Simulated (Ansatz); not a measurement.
**NaCl (Fm-3m):I_Cl, thermodynamic levels from a 54-atom cell**

Charge states of I_Cl in NaCl (Fm-3m), set against the band edges. Model: a cell of 54 host atoms with 1 Cl taken out and 1 I put in.

Method: place-levels on PBEsol runs: charge-transition levels and formation energies with image-charge correction and potential alignment at the atomic sites; PAW set soft_1, in Ansatz 0.2.0.

### 1. Starting point

The cell holds 54 atoms: 27 Na, 26 Cl and 1 I. Its edges and angles: a = 11.883 Å, b = 11.883 Å, c = 11.883 Å, α = 60.0°, β = 60.0°, γ = 60.0°. It derives from NaCl (space group Fm-3m). Nearest the centre at fractional (0.500, 0.500, 0.500): I28 at 0.00 Å, Na51 at 2.80 Å, Na47 at 2.80 Å, Na35 at 2.80 Å, Na45 at 2.80 Å, Na29 at 2.80 Å, Na33 at 2.80 Å, Cl10 at 3.96 Å.

As a file:

```xyz
54
Lattice="0.0000 8.4029 8.4029 8.4029 0.0000 8.4029 8.4029 8.4029 0.0000" Properties=species:S:1:pos:R:3 pbc="T T T"
Na    0.0000    0.0000    0.0000
Cl    2.8010    2.8010    2.8010
Na    2.8010    2.8010    0.0000
Cl    5.6019    5.6019    2.8010
Na    5.6019    5.6019    0.0000
Cl    8.4029    8.4029    2.8010
Na    2.8010    0.0000    2.8010
Cl    5.6019    2.8010    5.6019
Na    5.6019    2.8010    2.8010
Cl    8.4029    5.6019    5.6019
Na    8.4029    5.6019    2.8010
Cl   11.2038    8.4029    5.6019
Na    5.6019    0.0000    5.6019
Cl    8.4029    2.8010    8.4029
Na    8.4029    2.8010    5.6019
Cl   11.2038    5.6019    8.4029
Na   11.2038    5.6019    5.6019
Cl   14.0048    8.4029    8.4029
Na    0.0000    2.8010    2.8010
Cl    2.8010    5.6019    5.6019
Na    2.8010    5.6019    2.8010
Cl    5.6019    8.4029    5.6019
Na    5.6019    8.4029    2.8010
Cl    8.4029   11.2038    5.6019
Na    2.8010    2.8010    5.6019
Cl    5.6019    5.6019    8.4029
Na    5.6019    5.6019    5.6019
I     8.4029    8.4029    8.4029
Na    8.4029    8.4029    5.6019
Cl   11.2038   11.2038    8.4029
Na    5.6019    2.8010    8.4029
Cl    8.4029    5.6019   11.2038
Na    8.4029    5.6019    8.4029
Cl   11.2038    8.4029   11.2038
Na   11.2038    8.4029    8.4029
Cl   14.0048   11.2038   11.2038
Na    0.0000    5.6019    5.6019
Cl    2.8010    8.4029    8.4029
Na    2.8010    8.4029    5.6019
Cl    5.6019   11.2038    8.4029
Na    5.6019   11.2038    5.6019
Cl    8.4029   14.0048    8.4029
Na    2.8010    5.6019    8.4029
Cl    5.6019    8.4029   11.2038
Na    5.6019    8.4029    8.4029
Cl    8.4029   11.2038   11.2038
Na    8.4029   11.2038    8.4029
Cl   11.2038   14.0048   11.2038
Na    5.6019    5.6019   11.2038
Cl    8.4029    8.4029   14.0048
Na    8.4029    8.4029   11.2038
Cl   11.2038   11.2038   14.0048
Na   11.2038   11.2038   11.2038
Cl   14.0048   14.0048   14.0048
```

The host's dielectric constants go in as inputs: 2.56 for the electrons alone, 6.02 with the ions, from a response run on this crystal (DFPT, PBEsol) at that run's own cell.

The cell's shortest repeat is 11.9 Å.

### 2. Charge states

A transition level is the Fermi level at which two charge states cost the same, so each charge needs its own total energy, at its own relaxed structure.

Random displacements of about 0.05 Å break the site symmetry at the start, so that the relaxation can reach a distorted minimum if there is one. Forces are taken at one point at (¼, ¼, ¼). The cell holds 1 electron more than the neutral one, with a uniform background that keeps it neutral on the whole. The electron count is odd, so at least one spin is unpaired; this run locks the moment at 1 μB.

The sampling was tested on the host first: at the k-points planned (1x1x1 shifted 0.25 0.25 0.25) its energy lies 0.005 eV an atom from the dense-mesh value, under the bound of 0.02 eV set for this test; that bounds the host's error, not the defect's.

One of the inputs; charge, spin and start change from state to state.

File qm1_M1.relax/input.yaml:

```yaml
crystal:
  lattice:
    - [0.0, 2.80096063, 2.80096063]
    - [2.80096063, 0.0, 2.80096063]
    - [2.80096063, 2.80096063, 0.0]
  atoms:
    - { symbol: Na, position: [0.0, 0.0, 0.0] }
    - { symbol: Cl, position: [0.5, 0.5, 0.5] }
  supercell: [3, 3, 3]
  defects: [{ substitution: { at: 27, symbol: I } }]
total_charge: -1
basis:
  ecutwfc: 420
  xc_grid: 2
hamiltonian:
  xc: pbesol
  pseudopotentials: { kind: paw, azcp: { folder: soft_1 }, xc_functional: pbe }
kpoints:
  mp_grid: { grid: [1, 1, 1], shift: [0.25, 0.25, 0.25] }
magnetization:
  spin_polarized: true
  initial_magnetization: 1
  spin_locking: { lock_magnetization: hard }
scf:
  occupations: { method: fixed }
  max_iter: 80
output:
  forces: true
  charged_corrections: { epsilon: 2.56, static_epsilon: 6.02 }
relax:
  f_tol: 0.02
  max_steps: 80
  random_displacement: { amplitude: 0.05, seed: 3086 }
checkpoint:
  write: "../qm1_M1.relax.run"
  compress: false
  write_wavefunctions: true
  write_every: 100000
```

The run is started by

```sh
> ansatz run input.yaml --threads 4 --pin off --max-ram 7536MiB --backend cpu --events-out ev --progress --plain --runs-dir out
```

The relaxed structure is kept and the sampling changed to a 2×2×2 shifted mesh.

The run of this state that the levels use, under PBEsol:

File qm1_M1.point/input.yaml:

```yaml
crystal:
  checkpoint: "../qm1_M1.relax.run"
  host: checkpoint
total_charge: -1
basis:
  ecutwfc: 420
  xc_grid: 2
hamiltonian:
  xc: pbesol
  pseudopotentials: { kind: paw, azcp: { folder: soft_1 }, xc_functional: pbe }
kpoints:
  mp_grid: { grid: [2, 2, 2], shift: [0.5, 0.5, 0.5] }
magnetization:
  spin_polarized: true
  initial_magnetization: 1
  spin_locking: { lock_magnetization: hard }
scf:
  occupations: { method: fermi_dirac, width: 0.01 }
  max_iter: 80
output:
  forces: true
  eigenvalues: true
  charged_corrections:
    epsilon: 2.56
    static_epsilon: 6.02
    defect_position: [0.5, 0.5, 0.5]
  eigenstates: { localisation: true }
  populations: true
  efg: {}
  band_densities: [{ bands: [v1, v1] }, { bands: [c1, c1] }]
  write_density: true
  write_potential: true
  volumetric_format: npy
checkpoint:
  read: "../qm1_M1.relax.run"
  write: "../qm1_M1.point.run"
  compress: false
  write_wavefunctions: false
  write_every: 100000
```

Relaxations under PBEsol at one point at (¼, ¼, ¼); times on 4 threads of Arm Neoverse V2, shared host:

```csv
charge,moment (μB),occupations,outcome,steps,largest displacement against the far atoms (Å),time
−1,1,fixed,converged,4,0.18,85 s
0,0,fixed,converged,4,0.17,42 s
+1,1,fixed,not converged,2,-,3.6 min
+1,1,fermi-dirac,converged,7,0.26,4.5 min
```

Single points under PBEsol at a 2×2×2 shifted mesh; times on 4 threads of Arm Neoverse V2, shared host:

```csv
charge,moment (μB),occupations,outcome,time
−1,1,fermi-dirac,converged,3.1 min
0,0,fermi-dirac,converged,74 s
+1,1,fermi-dirac,converged,3.1 min
```

Distances (Å) from I28 to the nearest atoms after relaxation with PBEsol:

```csv
charge,moment (μB),1.,2.,3.,4.,5.,6.
−1,1,Na 2.98,Na 2.98,Na 2.98,Na 2.98,Na 2.98,Na 2.98
0,0,Na 2.97,Na 2.97,Na 2.97,Na 2.97,Na 2.97,Na 2.97
+1,1,Na 3.06,Na 3.06,Na 3.06,Na 3.06,Na 3.06,Na 3.06
```

### 3. Levels against the band edges, PBEsol

A charged cell interacts with its images and the background, and its potential has another zero than the host's. place-levels removes the first by a point-charge model, screened by the static dielectric constant since the ions have relaxed around the charge, and the second by comparing potentials at atoms far from the defect.

The host is a run of the defect-free crystal in the same cutoffs, grids and k-points, so that basis and sampling errors cancel in part in the differences. Its band edges come from a run of the primitive cell that searches the zone for them. Chemical potentials are energies per atom of Cl (Cl2 molecule) and I (solid I2 (Cmce)), run with the same functional and cutoff.

File levels.point.yaml:

```yaml
host:
  run: host.point.run
  levels_from: { run: edges.point.run }
states: [qm1_M1.point.run, q0.point.run, qp1_M1.point.run]
geometry_from:
  qm1_M1.point.run: qm1_M1.relax.run
  q0.point.run: q0.relax.run
  qp1_M1.point.run: qp1_M1.relax_smeared.run
chemical_potentials:
  Cl:
    energy: -1060.712045
    dataset: "<sha256 of the dataset>"
  I:
    energy: -7432.38568
    dataset: "<sha256 of the dataset>"
epsilon: 2.56
static_epsilon: 6.02
vertical:
  - { from: qm1_M1.point.run, to: qm1_M1.point_neutral.run }
  - { from: qp1_M1.point.run, to: qp1_M1.point_neutral.run }
```

The run is started by

```sh
> ansatz place-levels levels.point.yaml -- --threads 4 --pin off --max-ram 7536MiB
```

Numbers of over 12 decimals in the logs are rounded to 6 here.

Log:

```text
[... repeated set-up lines and file paths are left out, and long positions are rounded to six places ...]
(+1/0) 0.057 eV above the valence edge, 4.956 eV under the conduction edge
(0/-1) 5.055 eV above the valence edge (+5.885 eV without the band-filling correction), in the conduction band
formation energy of charge +1: +1.504 eV with the Fermi level at the valence edge
formation energy of charge 0: +1.560 eV with the Fermi level at the valence edge
formation energy of charge -1: +6.616 eV with the Fermi level at the valence edge
vertical -1 to 0: no energy, since no alignment is typed
  the change from vertical[0].from (qm1_M1.point.run) to vertical[0].to (qm1_M1.point_neutral.run): by its potential at epsilon 2.56 it stands at 1.000 0.000 0.999, with an rms radius of about 6.5 Å (3.8 3.8 3.8 Å across the planes of the cell's vectors); [...]
vertical +1 to 0: no energy, since no alignment is typed
  the change from vertical[1].from (qp1_M1.point.run) to vertical[1].to (qp1_M1.point_neutral.run): by its potential at epsilon 2.56 it stands at 0.500 0.500 0.500, with an rms radius of about 3.0 Å (1.7 1.7 1.8 Å across the planes of the cell's vectors); [...]
  edges by pbesol of host.levels_from (edges.point.run), its mesh sampled to repeats of 35.65 Å (the valence edge +0.020 eV and the conduction edge -0.243 eV from those of the host's own run), gap 5.013 eV; the host is sampled to repeats of 23.77 Å
  the defect's cells are sampled to repeats of 23.77 Å, like sampling
  charge +1: -74959.0827 eV with its correction of +0.486 eV, at epsilon 6.02, aligned at sites: +0.1596 eV, mean over 21 atomic sites at or beyond 5.94 Å from the defect at [0.5000, 0.5000, 0.5000], with -0.000000 for the charge's moments and without [...]
  states[2] (qp1_M1.point.run): levels filled in part (TS 0.006 eV): its energy is of no whole electron's
  charge 0: +0.000 eV for its dipole among its images, +0.000 omitted
  charge -1: -74950.8547 eV with its correction of +0.016 eV, at epsilon 6.02, aligned at sites: +0.3107 eV, mean over 21 atomic sites at or beyond 5.94 Å from the defect at [0.5000, 0.5000, 0.5000], with +0.000000 for the charge's moments and without [...]
  of states[2] (qp1_M1.point.run): it parts from the run at its places by a charge that spreads by about 1.8 Å along one vector (1.7 Å or more is wide), by its potential at epsilon 2.56, taken for that of held ions (one typed too small widens it), where the [...]
  of states[1] (q0.point.run): its alignment with the host at atomic sites is doubtful: the cell is too small to show whether the defect's potential has decayed: take a larger one
  of states[0] (qm1_M1.point.run): it parts from the run at its places by a charge that spreads by about 3.8 Å along one vector (1.7 Å or more is wide), by its potential at epsilon 2.56, taken for that of held ions (one typed too small widens it), where the [...]
  of vertical[0].from (qm1_M1.point.run): its moments are held at its close (magnetization.spin_locking), by a field of 0.247 eV a Bohr magneton, and its energy and levels are of the state that this holds: a run that lets them go can end lower; [...]
  vertical[1].from (qp1_M1.point.run): levels filled in part (TS 0.006 eV): its energy is of no whole electron's
  of vertical[1].from (qp1_M1.point.run): it parts from the run at its places by a charge that spreads by about 1.8 Å along one vector (1.7 Å or more is wide), by its potential at epsilon 2.56, taken for that of held ions (one typed too small widens it), [...]
```

Wall time 0.31 s (4 threads of Arm Neoverse V2, shared host).

Levels between the charges placed, in eV above the valence top:

```csv
,gap (eV),(+1/0),(0/−1)
PBEsol,5.01,0.06,5.06
```

Corrections by state:

```csv
charge,moment (μB),image terms and alignment (eV),band filling (eV),ε used,"over the lowest of its charge, as the program ranks them, band filling apart (eV)"
+1,1.0,0.486,-,6.02,0.000
0,0.0,0.000,-,-,0.000
−1,1.0,0.016,-0.830,6.02,0.000
```

The charged structures listed were also run neutral, and place-levels reads from each pair, by the potential or the spins, how wide the charge is by which they differ; that can be the carrier of either run.

```csv
charge,rms radius (Å),spread where it is widest against the cell (Å),wide from (Å),reading
+1,3.0,1.78,1.68,wide
−1,6.5,3.77,1.68,wide
```

The neutral runs of these pairs need not share the spin of the lowest neutral state, and very wide values only mean spread over the cell.

From the program's caveats on the states, each cut to its opening words:

- charge +1 (1 μB): it parts from the run at its places by a charge that spreads by about 1.8 Å along one vector (1.7 Å or more is wide), by its potential at epsilon 2.56, taken [...]
- charge +1 (1 μB), 0, −1 (1 μB): its alignment with the host at atomic sites is doubtful: the cell is too small to show whether the defect's potential has decayed: take a larger one
- charge −1 (1 μB): it parts from the run at its places by a charge that spreads by about 3.8 Å along one vector (1.7 Å or more is wide), by its potential at epsilon 2.56, taken [...]
- charge −1 (1 μB): a band-filling correction moves a carrier to the host's band edge, which changes its energy by -0.830 eV
- charge −1 (1 μB): its moments are held at its close (magnetization.spin_locking), by a field of 0.247 eV a Bohr magneton, and its energy and levels are of the state that this [...]

The host's formation energy from the elements is -1.854 eV per atom; it sets how far the chemical potentials can move.

Formation energies (eV), Cl-rich (Δμ(Cl) = 0.00 eV, Δμ(Na) = -3.71 eV, Δμ(I) = 0.00 eV):

```csv
charge,Fermi level at the valence top,at the conduction bottom
+1,1.50,6.52
0,1.56,1.56
−1,6.62,1.60
```

Formation energies (eV), Na-rich (Δμ(Na) = 0.00 eV, Δμ(Cl) = -3.71 eV, Δμ(I) = 0.00 eV):

```csv
charge,Fermi level at the valence top,at the conduction bottom
+1,-2.20,2.81
0,-2.15,-2.15
−1,2.91,-2.10
```

### 4. Another choice

The levels are placed again with one choice changed, to see how much they rest on it.

levels.try0.yaml is levels.point.yaml with these lines changed:

```diff
-epsilon: 2.56
-static_epsilon: 6.02
+epsilon: 3.4
+static_epsilon: 8.01
```

The run is started by

```sh
> ansatz place-levels levels.try0.yaml -- --threads 4 --pin off --max-ram 7536MiB
```

Log:

```text
(+1/0) 0.111 eV above the valence edge, 4.902 eV under the conduction edge
[...]
formation energy of charge +1: +1.449 eV with the Fermi level at the valence edge
formation energy of charge 0: +1.560 eV with the Fermi level at the valence edge
formation energy of charge -1: +6.616 eV with the Fermi level at the valence edge
vertical -1 to 0: no energy, since no alignment is typed
vertical +1 to 0: no energy, since no alignment is typed
[...]
[... the lines on each state left out ...]
```

The change: dielectric constants a third too high.

Levels in eV above the valence top; the changed ones are not the defect's:

```csv
,gap (eV),(+1/0),(0/−1)
changed,5.01,0.11,5.06
as set up,5.01,0.06,5.06
```

The largest shift is 0.05 eV, band-filling terms included.

### 5. Summary of results

| Property | Result |
| --- | --- |
| gap of the host | 5.01 eV (PBEsol) |
| level (plus 1/0) | 0.06 eV above the valence top |
| level (0/minus 1) | 5.06 eV above the valence top, past the conduction bottom (5.88 eV above the valence top without the band-filling term) |
| lowest of the charges placed, just above the valence top (0.02 eV) | +1 |
| lowest of the charges placed, just below the conduction bottom (0.02 eV) | 0 |
| lowest formation energy at mid-gap of the charges run, Cl-rich | 1.56 eV |
| lowest formation energy at mid-gap of the charges run, Na-rich | -2.15 eV |

In words: Of the charges placed (−1, 0 and +1), the lowest changes at 0.06 eV (+1/0) above the valence top, in a gap of 5.01 eV. (+1/0) lies nearer to a band edge than the share of the finite-size correction in it (0.49 eV), and that correction holds for a localised charge alone. (+1/0) lies 0.06 eV from a band edge, less than the doubt on such levels. Charges above +1 were not placed, so these runs say nothing of levels that involve them. States placed: +1 at 1 μB; 0 at 0 μB; −1 at 1 μB. Other spin states or structures, where not listed, weren't placed. The program finds carriers beyond a band edge of the host and adds a band-filling term at charge −1 (-0.83 eV); steps to such a charge show no bound level, and a defect level inside a band would be read the same way. I is taken at its element; compounds, which aren't counted here, bound the chemical potentials and would shift these formation energies. The lowest formation energy (Na-rich) is negative across the gap, so the defect would form by itself: these chemical potentials lie beyond what competing compounds allow, or the host is unstable against it. The program doubts the alignment of potentials for at least one state, a sign that the cell is small. Limits: PBEsol makes the gap too small and tends to spread out bound carriers; where a gas molecule sets a chemical potential or the host's formation energy, its binding is uncorrected; spin–orbit coupling, which can matter with heavy atoms, is left out.

[Logs are printed without paths, hosts, clocks, repeated set-up lines and the standing remarks that a program may print on its own settings, such as how far it seeks lower states.]

[Hosts, paths, dates, database ids (printed as entryN), source tags and the programs' standing remarks are cut or masked in the printed files.]

[Where a table of states has a column of steps, it counts the stored structures, which are thinned; the runs took as many ionic steps or more.]

[A defect's name tells the site on which it was built; relaxed atoms can leave that site.]

[For some hosts the program warned that the k-mesh of the response run may be too coarse for force constants and the static dielectric constant; such warnings are not shown here.]
